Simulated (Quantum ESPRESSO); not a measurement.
# 1T-SnSe2, 2 layers, AA stacking: a series in the field along the normal, part 2 of 4

Wanted: a table for 1T-SnSe2, 2 layers, AA stacking against the field along the normal, and what can be fitted to it.

Quantum ESPRESSO 7.5; plane-wave DFT, PBE, GBRV ultrasoft pseudopotentials.

So far. Step 2 (Relaxing cell and ions of the reference):  The last row is no step: it is a fresh SCF in the final cell with a new plane-wave basis, +23 meV from the row before, a sign that the cell is biased by the basis (Pulay stress).

### 3. Ground state, 0 V/Å

The self-consistent run of this member.

Level of this step: plane-wave DFT, PBE, GBRV ultrasoft pseudopotentials (Quantum ESPRESSO 7.5).

m0.scf.in reads:

```
&control
  prefix = 'm0.scf'
  outdir = './out'
  pseudo_dir = './pseudo'
  calculation = 'scf'
  tprnfor = .true.
  tefield = .true.
  dipfield = .true.
/
&system
  ibrav = 0
  nat = 6
  ntyp = 2
  ecutwfc = 40
  ecutrho = 200
  occupations = 'smearing'
  smearing = 'fd'
  degauss = 0.002
  edir = 3
  emaxpos = 0.97
  eopreg = 0.04
  eamp = 0.0
  nbnd = 32
/
&electrons
  conv_thr = 1e-09
  mixing_beta = 0.4
  electron_maxstep = 120
  mixing_mode = 'plain'
/
ATOMIC_SPECIES
  Se  78.9710  se_pbe_v1.uspp.F.UPF
  Sn  118.7100  sn_pbe_v1.4.uspp.F.UPF
CELL_PARAMETERS angstrom
  3.81184136100000 0.00000000000000 0.00000000000000
  -1.90592068000000 3.30115145400000 0.00000000000000
  0.00000000000000 0.00000000000000 24.42097808600000
ATOMIC_POSITIONS crystal
  Se  0.666666666700 0.333333333300 0.310070245400
  Sn  0.000000000000 0.000000000000 0.375762379400
  Se  0.333333333300 0.666666666700 0.441498220900
  Se  0.666666666700 0.333333333300 0.558501779100
  Sn  0.000000000000 0.000000000000 0.624237620600
  Se  0.333333333300 0.666666666700 0.689929754600
K_POINTS automatic
  6 6 1 0 0 0
```

Launch:

```bash
> OMP_NUM_THREADS=1 mpirun -n 4 pw.x -nk 2 -in m0.scf.in > m0.scf.out
```

Output:

```text
[banner, memory and clock lines left out]
Program PWSCF v.7.5 starts
[citation notice left out]

[...]
bravais-lattice index     =            0
     lattice parameter (alat)  =       7.2033  a.u.
     unit-cell volume          =    2073.7668 (a.u.)^3
     number of atoms/cell      =            6
     number of atomic types    =            2
     number of electrons       =        52.00
     number of Kohn-Sham states=           32
     kinetic-energy cutoff     =      40.0000  Ry
     charge density cutoff     =     200.0000  Ry
     scf convergence threshold =      1.0E-09
     mixing beta               =       0.4000
     number of iterations used =            8  plain     mixing
     Exchange-correlation=  SLA  PW   PBX  PBC
                           (   1   4   3   4   0   0   0)

[...]
PseudoPot. # 1 for Se read from file:
     ./pseudo/se_pbe_v1.uspp.F.UPF
     Pseudo is Ultrasoft + core correction, Zval =  6.0
     Generated by new atomic code, or converted to UPF format
     Using radial grid of  877 points,  6 beta functions with:
                l(1) =   0
                l(2) =   0
                l(3) =   1
                l(4) =   1
                l(5) =   2
                l(6) =   2
     Q(r) pseudized with  8 coefficients,  rinner =    1.300   1.300   1.300
                                                       1.300   1.300

     PseudoPot. # 2 for Sn read from file:
     ./pseudo/sn_pbe_v1.4.uspp.F.UPF
     Pseudo is Ultrasoft + core correction, Zval = 14.0
     Generated by new atomic code, or converted to UPF format
     Using radial grid of  891 points,  6 beta functions with:
                l(1) =   0
                l(2) =   0
                l(3) =   1
                l(4) =   1
                l(5) =   2
                l(6) =   2
     Q(r) pseudized with  8 coefficients,  rinner =    1.350   1.350   1.350
                                                       1.350   1.350

     atomic species   valence    mass     pseudopotential
     Se                6.00    78.97100     Se( 1.00)
     Sn               14.00   118.71000     Sn( 1.00)

     No symmetry found

[...]
number of k points=    20  Fermi-Dirac smearing, width (Ry)=  0.0020
[...]
Dense  grid:    99099 G-vectors     FFT dimensions: (  36,  36, 216)

     Smooth grid:    71099 G-vectors     FFT dimensions: (  30,  30, 192)

     Initial potential from superposition of free atoms

     starting charge      49.9996, renormalised to      52.0000

     negative rho (up, down):  2.514E-04 0.000E+00

     Adding external electric field

     Computed dipole along edir(3) :
        Dipole                0.0000 Ry au,          0.0000 Debye
        Dipole field          0.0000 Ry au,

        Potential amp.       -0.0000 Ry
        Total length         44.3030 bohr

     Starting wfcs are   34 randomized atomic wfcs

     per-process dynamical memory:    60.2 Mb

     Self-consistent Calculation

     iteration #  1     ecut=    40.00 Ry     beta= 0.40
     Davidson diagonalization with overlap
     ethr =  1.00E-02,  avg # of iterations =  3.0

     negative rho (up, down):  9.933E-05 0.000E+00

     Adding external electric field

     Computed dipole along edir(3) :
        Dipole                0.0005 Ry au,          0.0013 Debye
        Dipole field          0.0000 Ry au,

        Potential amp.       -0.0003 Ry
        Total length         44.3030 bohr

     total energy              =    -492.85143025 Ry
     estimated scf accuracy    <       0.93817448 Ry

     iteration #  2     ecut=    40.00 Ry     beta= 0.40
[...]
negative rho (up, down):  1.725E-04 0.000E+00

[...]
Dipole               -0.0008 Ry au,         -0.0021 Debye
[...]
total energy              =    -493.00089571 Ry
     estimated scf accuracy    <       0.14386278 Ry

     iteration #  3     ecut=    40.00 Ry     beta= 0.40
[...]
negative rho (up, down):  2.504E-04 0.000E+00

[...]
Dipole                0.0041 Ry au,          0.0104 Debye
[...]
total energy              =    -493.02481972 Ry
     estimated scf accuracy    <       0.01613461 Ry

     iteration #  4     ecut=    40.00 Ry     beta= 0.40
[...]
negative rho (up, down):  2.810E-04 0.000E+00

[...]
Dipole               -0.0030 Ry au,         -0.0077 Debye
[...]
total energy              =    -493.02431796 Ry
     estimated scf accuracy    <       0.02347585 Ry

     iteration #  5     ecut=    40.00 Ry     beta= 0.40
[...]
negative rho (up, down):  3.500E-04 0.000E+00

[...]
Dipole                0.0122 Ry au,          0.0309 Debye
[...]
total energy              =    -493.02673159 Ry
     estimated scf accuracy    <       0.00449530 Ry

     iteration #  6     ecut=    40.00 Ry     beta= 0.40
[...]
negative rho (up, down):  3.616E-04 0.000E+00

[...]
Dipole               -0.0185 Ry au,         -0.0471 Debye
[...]
total energy              =    -493.02701908 Ry
     estimated scf accuracy    <       0.00055369 Ry

[...]
iteration # 10     ecut=    40.00 Ry     beta= 0.40
[...]
negative rho (up, down):  3.794E-04 0.000E+00

[...]
Dipole               -0.0000 Ry au,         -0.0000 Debye
[...]
total energy              =    -493.02716306 Ry
     estimated scf accuracy    <       0.00000037 Ry

     iteration # 11     ecut=    40.00 Ry     beta= 0.40
[...]
negative rho (up, down):  3.800E-04 0.000E+00

[...]
Dipole               -0.0000 Ry au,         -0.0000 Debye
[...]
total energy              =    -493.02716337 Ry
     estimated scf accuracy    <       0.00000006 Ry

     iteration # 12     ecut=    40.00 Ry     beta= 0.40
[...]
negative rho (up, down):  3.804E-04 0.000E+00

[...]
Dipole                0.0000 Ry au,          0.0000 Debye
[...]
total energy              =    -493.02716340 Ry
     estimated scf accuracy    <          6.6E-09 Ry

     iteration # 13     ecut=    40.00 Ry     beta= 0.40
[...]
negative rho (up, down):  3.809E-04 0.000E+00

[...]
Dipole                0.0000 Ry au,          0.0000 Debye
[...]
End of self-consistent calculation

          k = 0.0000 0.0000 0.0000 (  8919 PWs)   bands (ev):

   -20.8214 -20.8214 -20.8214 -20.8214 -20.7843 -20.7842 -20.7730 -20.7730
   -20.7729 -20.7729 -13.3039 -13.1571 -12.0368 -11.7932  -5.6755  -5.1200
    -1.4126  -0.3216  -0.1698  -0.1698  -0.0773  -0.0773   0.2199   0.2199
     0.3289   0.3289   1.7138   2.5802   3.4883   3.5926   4.8889   4.8889

          k = 0.0000 0.1925 0.0000 (  8879 PWs)   bands (ev):

   -20.8314 -20.8314 -20.8112 -20.8112 -20.7812 -20.7812 -20.7757 -20.7757
   -20.7725 -20.7724 -13.0389 -12.8957 -11.8458 -11.6216  -5.6570  -5.2919
    -2.0782  -1.7218  -1.2747  -0.9116  -0.8461  -0.8413  -0.7198   0.0317
     0.2334   0.4137   2.4621   2.7412   4.1566   4.5363   5.2464   5.4009

[...]
the Fermi energy is     0.7267 ev

!    total energy              =    -493.02716340 Ry
     estimated scf accuracy    <          5.7E-10 Ry
     smearing contrib. (-TS)   =      -0.00000017 Ry
     internal energy E=F+TS    =    -493.02716324 Ry

     The total energy is F=E-TS. E is the sum of the following terms:
     one-electron contribution =   -1844.24430613 Ry
     hartree contribution      =     940.37578723 Ry
     xc contribution           =    -204.93323389 Ry
     ewald contribution        =     615.77458955 Ry
     electric field correction =       0.00000000 Ry

     convergence has been achieved in  13 iterations

     negative rho (up, down):  3.809E-04 0.000E+00

     Forces acting on atoms (cartesian axes, Ry/au):

     atom    1 type  1   force =     0.00000010   -0.00000007   -0.00331605
     atom    2 type  2   force =     0.00000075   -0.00000104   -0.00207716
     atom    3 type  1   force =     0.00000001    0.00000002   -0.00114245
     atom    4 type  1   force =    -0.00000003    0.00000005    0.00113557
     atom    5 type  2   force =    -0.00000094    0.00000102    0.00209184
     atom    6 type  1   force =     0.00000011    0.00000002    0.00330826

     Total force =     0.005764     Total SCF correction =     0.000040

[...]
```

Run time: 55 s. Hardware: 4 MPI ranks of Arm Neoverse V1, shared host; peak memory 0.66 GiB.

Numbers from this step:

| Property | Result |
| --- | --- |
| free energy | -6707.9763 eV |
| Fermi energy | 0.7267 eV |
| dipole along the normal | 0 e·Å |
| valence top, on the run's zero | 0.4137 eV |
| conduction bottom, on the run's zero | 1.020 eV |
| gap by band count | 0.6066 eV |

### 4. Electrostatic potential, 0 V/Å

plot_num = 11 writes the bare and Hartree potential, from which vacuum levels or, in a crystal, the mean potential are read.

m0.pot.in reads:

```
&inputpp
  prefix = 'm0.scf'
  outdir = './out'
  filplot = 'm0.pot.dat'
  plot_num = 11
/
```

Launch:

```bash
> OMP_NUM_THREADS=1 mpirun -n 4 pp.x -in m0.pot.in > m0.pot.out
```

Output:

```text
[banner, memory and clock lines left out]
Program POST-PROC v.7.5 starts

          URL

     ./out/m0.scf.save/

     IMPORTANT: XC functional enforced from input :
     Exchange-correlation= PBE
                           (   1   4   3   4   0   0   0)
     Any further DFT definition will be discarded
     Please, verify this is what you really want

     negative rho (up, down):  3.809E-04 0.000E+00

     Adding external electric field

     Computed dipole along edir(3) :
        Dipole                0.0000 Ry au,          0.0000 Debye
        Dipole field          0.0000 Ry au,

        Potential amp.       -0.0000 Ry
        Total length         44.3030 bohr

     Calling punch_plot, plot_num =  11

     Adding external electric field

     Computed dipole along edir(3) :
        Dipole                0.0000 Ry au,          0.0000 Debye
        Dipole field          0.0000 Ry au,

        Potential amp.       -0.0000 Ry
        Total length         44.3030 bohr

     Writing data to file  m0.pot.dat
     Message from routine chdens:
     namelist plot not found or invalid, exiting
```

The job ended after 1.1 s (4 MPI ranks; peak memory 0.11 GiB; 4.2 s of CPU time).

Read from the output:

- slope of the potential above: 6.43e-5 eV/Å
- upper vacuum line continued to the top atoms, over the valence top: 5.877 eV
- slope of the potential below: -4.27e-5 eV/Å
- lower vacuum line continued to the bottom atoms, over the valence top: 5.877 eV
- vacuum level at the upper face over the valence top of the mesh: 5.878 eV
- vacuum level at the lower face over the valence top of the mesh: 5.878 eV

The potential energy, planar mean oscillates, so the rows of the table below give means over windows of 1.98 Å about each position, cut where the curve ends. Its maxima inside the range that stand out by 2 % of the span (Å: eV): 8.3: -3.97, 10.1: -3.90, 12.2: 4.70, 14.4: -3.90, 16.2: -3.97. Its minima: 7.6: -10.8, 9.2: -11.3, 10.7: -10.8, 13.7: -10.8, 15.3: -11.3, 16.8: -10.8.

Electrostatic potential energy of an electron, with the sawtooth; zero at the highest filled level of the SCF mesh. Potential energy, planar mean against z; means over each step:

z (Å), potential energy, planar mean (eV) and a bar from the least value:
```
     0.99        5.9 ##############################
     2.97        5.9 ##############################
     4.95        5.8 ##############################
     6.93       -1.9 #############
     8.91       -7.6 #
    10.89       -4.7 #######
    12.87       -1.2 ###############
    14.85       -7.9 
    16.83       -5.2 ######
    18.81        5.5 #############################
    20.79        5.9 ##############################
    22.77        5.9 ##############################
```

[end of part 2 of 4]

[Logs are printed without paths, hosts, clocks, repeated set-up lines and the standing remarks that a program may print on its own settings, such as how far it seeks lower states.]

[Hosts, paths, dates, database ids (printed as entryN), source tags and the programs' standing remarks are cut or masked in the printed files.]

[Maps of the electrostatic potential energy from Ansatz leave out the sawtooth potential of an applied field or a dipole correction, so their vacuum need not be flat; planar profiles and work functions include it.]
